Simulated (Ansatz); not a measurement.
# O on Ta(110): change of the work function, part 2 of 4

How does O on the hollow site change the work function of Ta(110) as the layer fills?

Ansatz 0.2.0; plane-wave DFT, PBE, Ansatz PAW (set soft_1); PAW set soft_1.

So far, work function, upper face (eV): step 2 (the clean slab) 4.76.

## 3. Adsorbate added, k-mesh 4×4×1, coverage 0.111 ML

System of this step: Ta36O (O/Ta(110)). The cell holds 37 atoms: 36 Ta and 1 O. Its edges and angles: a = 8.600 Å, b = 8.600 Å, c = 26.770 Å, α = 90.0°, β = 90.0°, γ = 70.5°. Vacuum lies along c.

The clean slab as it ended is repeated in the plane and the adsorbate is set on one face; the cell's size fixes the coverage, and the k-mesh shrinks with it to keep the sampling density about even. Adsorbate and upper layers relax, since the dipole depends on the height.

Contents of input.yaml:

```yaml
crystal:
  lattice:
    - [7.0215703371, -4.965, 0.0]
    - [7.0215703371, 4.965, 0.0]
    - [0.0, 0.0, 26.7703697879]
  atoms:
    - { symbol: Ta, position: [0.0, 0.0, 0.3361925917] }
    - { symbol: Ta, position: [0.1666666667, 0.1666666667, 0.4236222188] }
    - { symbol: Ta, position: [0.0, 0.0, 0.511153124] }
    - { symbol: Ta, position: [0.1666666667, 0.1666666667, 0.595174877] }
    - { symbol: Ta, position: [0.0, 0.3333333333, 0.3361925917] }
    - { symbol: Ta, position: [0.1666666667, 0.5, 0.4236222188] }
    - { symbol: Ta, position: [0.0, 0.3333333333, 0.511153124] }
    - { symbol: Ta, position: [0.1666666667, 0.5, 0.595174877] }
    - { symbol: Ta, position: [0.0, 0.6666666667, 0.3361925917] }
    - { symbol: Ta, position: [0.1666666667, 0.8333333333, 0.4236222188] }
    - { symbol: Ta, position: [0.0, 0.6666666667, 0.511153124] }
    - { symbol: Ta, position: [0.1666666667, 0.8333333333, 0.595174877] }
    - { symbol: Ta, position: [0.3333333333, 0.0, 0.3361925917] }
    - { symbol: Ta, position: [0.5, 0.1666666667, 0.4236222188] }
    - { symbol: Ta, position: [0.3333333333, 0.0, 0.511153124] }
    - { symbol: Ta, position: [0.5, 0.1666666667, 0.595174877] }
    - { symbol: Ta, position: [0.3333333333, 0.3333333333, 0.3361925917] }
    - { symbol: Ta, position: [0.5, 0.5, 0.4236222188] }
    - { symbol: Ta, position: [0.3333333333, 0.3333333333, 0.511153124] }
    - { symbol: Ta, position: [0.5, 0.5, 0.595174877] }
    - { symbol: Ta, position: [0.3333333333, 0.6666666667, 0.3361925917] }
    - { symbol: Ta, position: [0.5, 0.8333333333, 0.4236222188] }
    - { symbol: Ta, position: [0.3333333333, 0.6666666667, 0.511153124] }
    - { symbol: Ta, position: [0.5, 0.8333333333, 0.595174877] }
    - { symbol: Ta, position: [0.6666666667, 0.0, 0.3361925917] }
    - { symbol: Ta, position: [0.8333333333, 0.1666666667, 0.4236222188] }
    - { symbol: Ta, position: [0.6666666667, 0.0, 0.511153124] }
    - { symbol: Ta, position: [0.8333333333, 0.1666666667, 0.595174877] }
    - { symbol: Ta, position: [0.6666666667, 0.3333333333, 0.3361925917] }
    - { symbol: Ta, position: [0.8333333333, 0.5, 0.4236222188] }
    - { symbol: Ta, position: [0.6666666667, 0.3333333333, 0.511153124] }
    - { symbol: Ta, position: [0.8333333333, 0.5, 0.595174877] }
    - { symbol: Ta, position: [0.6666666667, 0.6666666667, 0.3361925917] }
    - { symbol: Ta, position: [0.8333333333, 0.8333333333, 0.4236222188] }
    - { symbol: Ta, position: [0.6666666667, 0.6666666667, 0.511153124] }
    - { symbol: Ta, position: [0.8333333333, 0.8333333333, 0.595174877] }
    - { symbol: O, position: [0.28, 0.28, 0.6638074083] }
kpoints:
  mp_grid: { grid: [4, 4, 1] }
hamiltonian:
  xc: pbe
  pseudopotentials: { kind: paw, azcp: { folder: soft_1 } }
scf:
  occupations: { method: fermi_dirac, width: 0.1 }
  convergence: { dr2_threshold: 1.0e-08 }
efield:
  axis: 3
  dipole_correction: true
  ramp_position: 0.97
  ramp_width: 0.06
relax:
  f_tol: 0.02
  max_steps: 60
  constraints:
    - { sites: [0, 1, 4, 5, 8, 9, 12, 13, 16, 17, 20, 21, 24, 25, 28, 29, 32, 33] }
output:
  write_potential: true
  write_density: true
  volumetric_format: npy
```

Launch:

```sh
$ ansatz run input.yaml --threads 4 --pin off --max-ram 16384MiB --backend cpu --events-out ev --progress --plain --runs-dir out
```

Numbers of over 12 decimals in the logs are rounded to 6 here.

What it wrote:

```text
[...]
Crystal: 37 atoms, lattice volume = 1866.542 Å³
Basis set: ecut = 420 eV, 36583 PW (Γ), exchange–correlation on 120×120×360 points (8 copies of the dense FFT grid, shifted against one another)
Bands: 285, of which v1, the nominal top of the filled ones, is band 237 counted from 1 (236 counted from 0)
Symmetry: 2 space group operations
[...]
k-points: 7 of 16 (time reversal used)
[...]
SCF iter   1: F=—  HF=-358169.693063 eV  |F-HF|=—  |Δ(HF+E_count)|=         —  Δρ=4.26e-2  dr2=3.72e2  ethr=3.10e-3  p=-0.000 e·Å  D=-2.01e-8 V/Å  ΔV_dip=0.00 eV  dr2_dipole=7.02e0  V_vac-E_F(+/−)=7.39/7.39 eV  ⟨swp⟩=12.3  Hψ=10661  notcnv=0
[...]
SCF iter  12: F=-358143.850954 eV  HF=-358143.850954 eV  |F-HF|=1.29e-8  |Δ(HF+E_count)|=   7.33e-8  Δρ=3.58e-7  dr2=4.54e-9  ethr=2.11e-12  p=-0.162 e·Å  D=-1.57e-2 V/Å  ΔV_dip=0.42 eV  dr2_dipole=5.02e-10  V_vac-E_F(+/−)=5.23/4.81 eV  ⟨swp⟩=10.4  Hψ=14230  notcnv=0
SCF 1 converged in 12 iterations: F = -358143.850954 eV  dr2 = 4.54e-9
[...]
relax step   1: F+E_penalty+E_count = -358143.85095366 eV  Δ(F+E_penalty+E_count) = +0.000e0 eV  max|allowed force component| = 4.862e0 eV/Å  Δτ_max = 0.0000 Å  (12 SCF iters, accepted)
[...]
SCF iter   9: F=-358145.182567 eV  HF=-358145.182567 eV  |F-HF|=1.82e-8  |Δ(HF+E_count)|=   1.09e-7  Δρ=4.66e-7  dr2=7.78e-9  ethr=2.11e-12  p=-0.069 e·Å  D=-6.65e-3 V/Å  ΔV_dip=0.18 eV  dr2_dipole=3.41e-10  V_vac-E_F(+/−)=4.98/4.80 eV  ⟨swp⟩=8.9  Hψ=15253  notcnv=0
SCF 2 converged in 9 iterations: F = -358145.182567 eV  dr2 = 7.78e-9
relax step   2: F+E_penalty+E_count = -358145.18256660 eV  Δ(F+E_penalty+E_count) = -1.332e0 eV  max|allowed force component| = 3.975e0 eV/Å  Δτ_max = 0.1949 Å  (9 SCF iters, accepted)
SCF iter   1: F=—  HF=-358146.020700 eV  |F-HF|=—  |Δ(HF+E_count)|=         —  Δρ=3.90e-3  dr2=3.51e-1  ethr=8.53e-4  p=-0.069 e·Å  D=-6.65e-3 V/Å  ΔV_dip=0.18 eV  dr2_dipole=6.70e-2  V_vac-E_F(+/−)=4.97/4.79 eV  ⟨swp⟩=6.9  Hψ=4690  notcnv=0  defer=5
[...]
SCF iter   9: F=-358145.936955 eV  HF=-358145.936955 eV  |F-HF|=1.83e-8  |Δ(HF+E_count)|=   4.61e-8  Δρ=3.79e-7  dr2=9.83e-9  ethr=2.11e-12  p=0.020 e·Å  D=1.93e-3 V/Å  ΔV_dip=-0.05 eV  dr2_dipole=1.04e-9  V_vac-E_F(+/−)=4.75/4.80 eV  ⟨swp⟩=11.0  Hψ=15444  notcnv=0
SCF 3 converged in 9 iterations: F = -358145.936955 eV  dr2 = 9.83e-9
[...]
relax step   3: F+E_penalty+E_count = -358145.93695531 eV  Δ(F+E_penalty+E_count) = -7.544e-1 eV  max|allowed force component| = 1.745e0 eV/Å  Δτ_max = 0.1949 Å  (9 SCF iters, accepted)
[...]
relax step   4: F+E_penalty+E_count = -358146.17566297 eV  Δ(F+E_penalty+E_count) = -2.387e-1 eV  max|allowed force component| = 7.537e-1 eV/Å  Δτ_max = 0.2000 Å  (9 SCF iters, accepted)
[...]
relax step   5: F+E_penalty+E_count = -358146.26680568 eV  Δ(F+E_penalty+E_count) = -9.114e-2 eV  max|allowed force component| = 2.676e-1 eV/Å  Δτ_max = 0.1556 Å  (9 SCF iters, accepted)
[...]
relax step   6: F+E_penalty+E_count = -358146.26319131 eV  Δ(F+E_penalty+E_count) = +3.614e-3 eV  max|allowed force component| = 1.916e-1 eV/Å  Δτ_max = 0.0879 Å  (10 SCF iters, rejected (line search))
[...]
relax step   7: F+E_penalty+E_count = -358146.28313263 eV  Δ(F+E_penalty+E_count) = -1.633e-2 eV  max|allowed force component| = 4.276e-2 eV/Å  Δτ_max = 0.0439 Å  (8 SCF iters, accepted)
[...]
relax step   8: F+E_penalty+E_count = -358146.28414746 eV  Δ(F+E_penalty+E_count) = -1.015e-3 eV  max|allowed force component| = 2.852e-2 eV/Å  Δτ_max = 0.0114 Å  (7 SCF iters, accepted)
SCF iter   1: F=—  HF=-358146.285136 eV  |F-HF|=—  |Δ(HF+E_count)|=         —  Δρ=8.77e-5  dr2=3.20e-4  ethr=6.26e-7  p=0.070 e·Å  D=6.76e-3 V/Å  ΔV_dip=-0.18 eV  dr2_dipole=5.01e-7  V_vac-E_F(+/−)=4.61/4.79 eV  ⟨swp⟩=2.0  Hψ=3093  notcnv=0  defer=3
[...]
SCF iter   6: F=-358146.284261 eV  HF=-358146.284261 eV  |F-HF|=9.31e-9  |Δ(HF+E_count)|=   6.68e-8  Δρ=2.62e-7  dr2=3.20e-9  ethr=2.11e-12  p=0.070 e·Å  D=6.77e-3 V/Å  ΔV_dip=-0.18 eV  dr2_dipole=6.52e-12  V_vac-E_F(+/−)=4.61/4.79 eV  ⟨swp⟩=10.3  Hψ=14367  notcnv=0
SCF 9 converged in 6 iterations: F = -358146.284261 eV  dr2 = 3.20e-9
relax step   9: F+E_penalty+E_count = -358146.28426104 eV  Δ(F+E_penalty+E_count) = -1.136e-4 eV  max|allowed force component| = 5.095e-3 eV/Å  Δτ_max = 0.0028 Å  (6 SCF iters, accepted)
NSCF: frozen V_eff on 7 k-points
[...]
SCF converged after 6 iterations
Free energy (F): -358146.284261 eV
[...]
Internal energy: -358144.628533 eV  (E = F + TS)
E sigma→0 (E₀):  -358145.456397 eV
Entropy (-TS):   -1.655728 eV (-44.749 meV/atom)
Fermi energy:    3.587654 eV
Dipole field:    D = 0.006767 V/Å  (p = 0.069803 e·Å, saw-weighted, corrected)
Work function:   Φ+ = 4.6127 eV   Φ− = 4.7939 eV
[...]
--- Forces (eV/Å), atoms counted from 1 ---
  atom   1  Ta     0.03616059     0.00000000     0.40659007
  atom   2  Ta    -0.03490085     0.00000000    -0.31388582
  atom   3  Ta     0.00352528     0.00000000     0.00275495
  atom   4  Ta     0.00501476     0.00000000     0.00074016
  atom   5  Ta    -0.00307512    -0.00836958     0.41475258
  atom   6  Ta    -0.00679441     0.03315859    -0.44543901
  atom   7  Ta    -0.00030585     0.00158575    -0.00246402
  atom   8  Ta     0.00112424     0.00454121     0.00133422
  atom   9  Ta     0.00161382     0.00140535     0.43959813
  atom  10  Ta    -0.03929591    -0.02954408    -0.35880548
  atom  11  Ta     0.00078218    -0.00116797    -0.00041204
  atom  12  Ta    -0.00314911    -0.00507201    -0.00086951
  atom  13  Ta    -0.00307512     0.00836958     0.41475258
  atom  14  Ta    -0.00679441    -0.03315859    -0.44543901
  atom  15  Ta    -0.00030585    -0.00158575    -0.00246402
  atom  16  Ta     0.00112424    -0.00454121     0.00133422
  atom  17  Ta    -0.00251435     0.00000000     0.40923892
  atom  18  Ta     0.00773983     0.00000000    -0.52427169
  atom  19  Ta     0.00199406     0.00000000     0.00249454
  atom  20  Ta     0.00373457     0.00000000     0.00413400
  atom  21  Ta     0.00363121     0.00470965     0.43888854
  atom  22  Ta     0.05955134     0.03745604    -0.46730370
  atom  23  Ta    -0.00009597     0.00203497    -0.00022100
  atom  24  Ta    -0.00263768     0.00329892    -0.00111260
  atom  25  Ta     0.00161382    -0.00140535     0.43959813
  atom  26  Ta    -0.03929591     0.02954408    -0.35880548
  atom  27  Ta     0.00078218     0.00116797    -0.00041204
  atom  28  Ta    -0.00314911     0.00507201    -0.00086951
  atom  29  Ta     0.00363121    -0.00470965     0.43888854
  atom  30  Ta     0.05955134    -0.03745604    -0.46730370
  atom  31  Ta    -0.00009597    -0.00203497    -0.00022100
  atom  32  Ta    -0.00263768    -0.00329892    -0.00111260
  atom  33  Ta    -0.00375967     0.00000000     0.42292465
  atom  34  Ta    -0.03996139     0.00000000    -0.44435782
  atom  35  Ta     0.00098200     0.00000000     0.00115790
  atom  36  Ta     0.00264940     0.00000000     0.00168299
  atom  37  O     -0.00335999     0.00000000    -0.00509522
  max |Σ_I F_I| component: 1.75e-6 eV/Å
--- Band table (eV; the first three rows and the last of 7) ---
  k-point 0: bands = [... 233 lower, 3.4674, 3.5210, 3.5234, 3.5306, 3.5443, 3.5622, 3.6094, 3.8533, ... 44 higher]
  k-point 1: bands = [... 233 lower, 3.4386, 3.4531, 3.5207, 3.5469, 3.6270, 3.7073, 3.7332, 3.7634, ... 44 higher]
  k-point 2: bands = [... 233 lower, 3.4444, 3.4794, 3.5256, 3.5561, 3.6140, 3.6241, 3.6682, 3.6883, ... 44 higher]
  k-point 6: bands = [... 233 lower, 3.4179, 3.4454, 3.4475, 3.5659, 3.5826, 3.5938, 3.6198, 3.6740, ... 44 higher]
--- Relaxed structure (9 steps of the walk, 8 accepted, 0 SCFs on fresh bases) ---
  F+E_penalty+E_count = -358146.28426104 eV   max|allowed force component| = 5.095e-3 eV/Å
  atoms:
    - { symbol: Ta, position: [0.0, 0.0, 0.336193] }
    - { symbol: Ta, position: [0.1666666667, 0.1666666667, 0.423622] }
    - { symbol: Ta, position: [-0.000732483, -0.000732483, 0.512184] }
    - { symbol: Ta, position: [0.152070, 0.152070, 0.598186] }
    - { symbol: Ta, position: [0.0, 0.3333333333, 0.336193] }
    - { symbol: Ta, position: [0.1666666667, 0.5, 0.423622] }
    - { symbol: Ta, position: [9.413549674563981e-5, 0.331158, 0.511821] }
    - { symbol: Ta, position: [0.168047, 0.489863, 0.597465] }
    - { symbol: Ta, position: [0.0, 0.6666666667, 0.336193] }
    - { symbol: Ta, position: [0.166667, 0.833333, 0.423622] }
    - { symbol: Ta, position: [-0.00130082, 0.667066, 0.510907] }
    - { symbol: Ta, position: [0.165552, 0.823417, 0.596740] }
    - { symbol: Ta, position: [0.3333333333, 0.0, 0.336193] }
    - { symbol: Ta, position: [0.5, 0.1666666667, 0.423622] }
    - { symbol: Ta, position: [0.331158, 9.413549674563981e-5, 0.511821] }
    - { symbol: Ta, position: [0.489863, 0.168047, 0.597465] }
    - { symbol: Ta, position: [0.3333333333, 0.3333333333, 0.336193] }
    - { symbol: Ta, position: [0.5, 0.5, 0.423622] }
    - { symbol: Ta, position: [0.332741, 0.332741, 0.510534] }
    - { symbol: Ta, position: [0.505822, 0.505822, 0.594219] }
    - { symbol: Ta, position: [0.333333, 0.6666666667, 0.336193] }
    - { symbol: Ta, position: [0.5, 0.833333, 0.423622] }
    - { symbol: Ta, position: [0.332224, 0.665622, 0.511357] }
    - { symbol: Ta, position: [0.499889, 0.833202, 0.594385] }
    - { symbol: Ta, position: [0.6666666667, 0.0, 0.336193] }
    - { symbol: Ta, position: [0.833333, 0.166667, 0.423622] }
    - { symbol: Ta, position: [0.667066, -0.00130082, 0.510907] }
    - { symbol: Ta, position: [0.823417, 0.165552, 0.596740] }
    - { symbol: Ta, position: [0.6666666667, 0.333333, 0.336193] }
    - { symbol: Ta, position: [0.833333, 0.5, 0.423622] }
    - { symbol: Ta, position: [0.665622, 0.332224, 0.511357] }
    - { symbol: Ta, position: [0.833202, 0.499889, 0.594385] }
    - { symbol: Ta, position: [0.6666666667, 0.6666666667, 0.336193] }
    - { symbol: Ta, position: [0.8333333333, 0.8333333333, 0.423622] }
    - { symbol: Ta, position: [0.666390, 0.666390, 0.510742] }
    - { symbol: Ta, position: [0.832920, 0.832920, 0.595006] }
    - { symbol: O, position: [0.281270, 0.281270, 0.637954] }
```

Elapsed: 24 min, on 4 threads of Arm Neoverse V1, shared host; peak memory 9.5 GiB.

Step by step:

```
step  energy less that of the first step (eV)  largest force component (eV/Å)
   1                                   0.0000                          4.8619
   2                                  -1.3316                          3.9754
   3                                  -2.0860                          1.7446
   4                                  -2.3247                          0.7537
   5                                  -2.4159                          0.2676
   6                                  -2.4122                          0.1916
   7                                  -2.4322                          0.0428
   8                                  -2.4332                          0.0285
   9                                  -2.4333                          0.0051
```

Relaxation step 6 was tried and not accepted.

Forces are held to the 2 operations that the run works with; a distortion that breaks them can't arise in this run.

The atoms that moved most (Å):

```
atom      dx      dy      dz  length
 O37   0.018   0.000  -0.692   0.692
 Ta4  -0.205   0.000   0.081   0.220
Ta16  -0.061   0.057   0.061   0.104
 Ta8  -0.061  -0.057   0.061   0.104
Ta28  -0.077   0.044   0.042   0.098
Ta12  -0.077  -0.044   0.042   0.098
Ta20   0.082   0.000  -0.026   0.086
 Ta3  -0.010   0.000   0.028   0.029
```

The relaxed structure:

```xyz
37
Lattice="7.0216 -4.9650 0.0000 7.0216 4.9650 0.0000 0.0000 0.0000 26.7704" Properties=species:S:1:pos:R:3
Ta    0.0000    0.0000    9.0000
Ta    2.3405    0.0000   11.3405
Ta   -0.0103    0.0000   13.7113
Ta    2.1355    0.0000   16.0137
Ta    2.3405    1.6550    9.0000
Ta    4.6810    1.6550   11.3405
Ta    2.3259    1.6437   13.7016
Ta    4.6196    1.5978   15.9944
Ta    4.6810    3.3100    9.0000
Ta    7.0216    3.3100   11.3405
Ta    4.6747    3.3184   13.6772
Ta    6.9441    3.2663   15.9750
Ta    2.3405   -1.6550    9.0000
Ta    4.6810   -1.6550   11.3405
Ta    2.3259   -1.6437   13.7016
Ta    4.6196   -1.5978   15.9944
Ta    4.6810    0.0000    9.0000
Ta    7.0216    0.0000   11.3405
Ta    4.6727    0.0000   13.6672
Ta    7.1033    0.0000   15.9075
Ta    7.0216    1.6550    9.0000
Ta    9.3621    1.6550   11.3405
Ta    7.0065    1.6553   13.6892
Ta    9.3604    1.6549   15.9119
Ta    4.6810   -3.3100    9.0000
Ta    7.0216   -3.3100   11.3405
Ta    4.6747   -3.3184   13.6772
Ta    6.9441   -3.2663   15.9750
Ta    7.0216   -1.6550    9.0000
Ta    9.3621   -1.6550   11.3405
Ta    7.0065   -1.6553   13.6892
Ta    9.3604   -1.6549   15.9119
Ta    9.3621    0.0000    9.0000
Ta   11.7026    0.0000   11.3405
Ta    9.3582    0.0000   13.6728
Ta   11.6968    0.0000   15.9285
O     3.9499    0.0000   17.0783
```

This step gave:

```
energy at zero smearing        : -358145.4564 eV
work function, upper face      : 4.613 eV
work function, lower face      : 4.794 eV
dipole along the normal        : 0.06980 e·Å
step between the vacuum levels : -0.1812 eV
```

Running mean over 2.341 Å of the planar mean; the ramp of the sawtooth is left out. Table of electron's electrostatic potential energy less the Fermi level by z:

z (Å), electron's electrostatic potential energy less the Fermi level (eV) and a bar from the least value:
```
      3.5        4.8 ##############################
      4.0        4.8 ##############################
      4.5        4.8 ##############################
      5.0        4.8 ##############################
      5.5        4.7 ##############################
      6.0        4.6 ##############################
      6.5        4.2 #############################
      7.0        3.0 ##########################
      7.5       -0.2 ####################
      8.0       -4.9 ###########
      8.5       -8.5 ####
      9.0       -9.7 #
      9.5       -9.7 #
     10.0       -9.6 #
     10.5       -9.6 #
     11.0       -9.6 #
     11.5       -9.6 #
     12.0       -9.6 #
     12.5       -9.5 ##
     13.0       -9.5 ##
     13.5       -9.6 #
     14.0       -9.8 #
     14.5      -10.2 
     15.0      -10.3 
     15.5      -10.2 
     16.0      -10.0 #
     16.5       -8.8 ###
     17.0       -5.0 ###########
     17.5       -0.3 ####################
     18.0        2.7 ##########################
     18.5        4.0 ############################
     19.0        4.4 #############################
     19.5        4.6 ##############################
     20.0        4.6 ##############################
     20.5        4.6 ##############################
     21.0        4.6 ##############################
     21.5        4.6 ##############################
     22.0        4.6 ##############################
     22.5        4.6 ##############################
     23.0        4.6 ##############################
     23.5        4.6 ##############################
```

The relaxation took 9 steps and lowered the energy by 2.4 eV; the largest force on the free atoms ends at 0.0051 eV/Å.

The covered face has 4.61 eV, -0.15 eV against the clean one; the bare back face has moved by -0.02 eV, a measure of how thin the slab is.

[end of part 2 of 4]

[Logs are printed without paths, hosts, clocks, repeated set-up lines and the standing remarks that a program may print on its own settings, such as how far it seeks lower states.]

[Hosts, paths, dates, database ids (printed as entryN), source tags and the programs' standing remarks are cut or masked in the printed files.]

[Maps of the electrostatic potential energy from Ansatz leave out the sawtooth potential of an applied field or a dipole correction, so their vacuum need not be flat; planar profiles and work functions include it.]
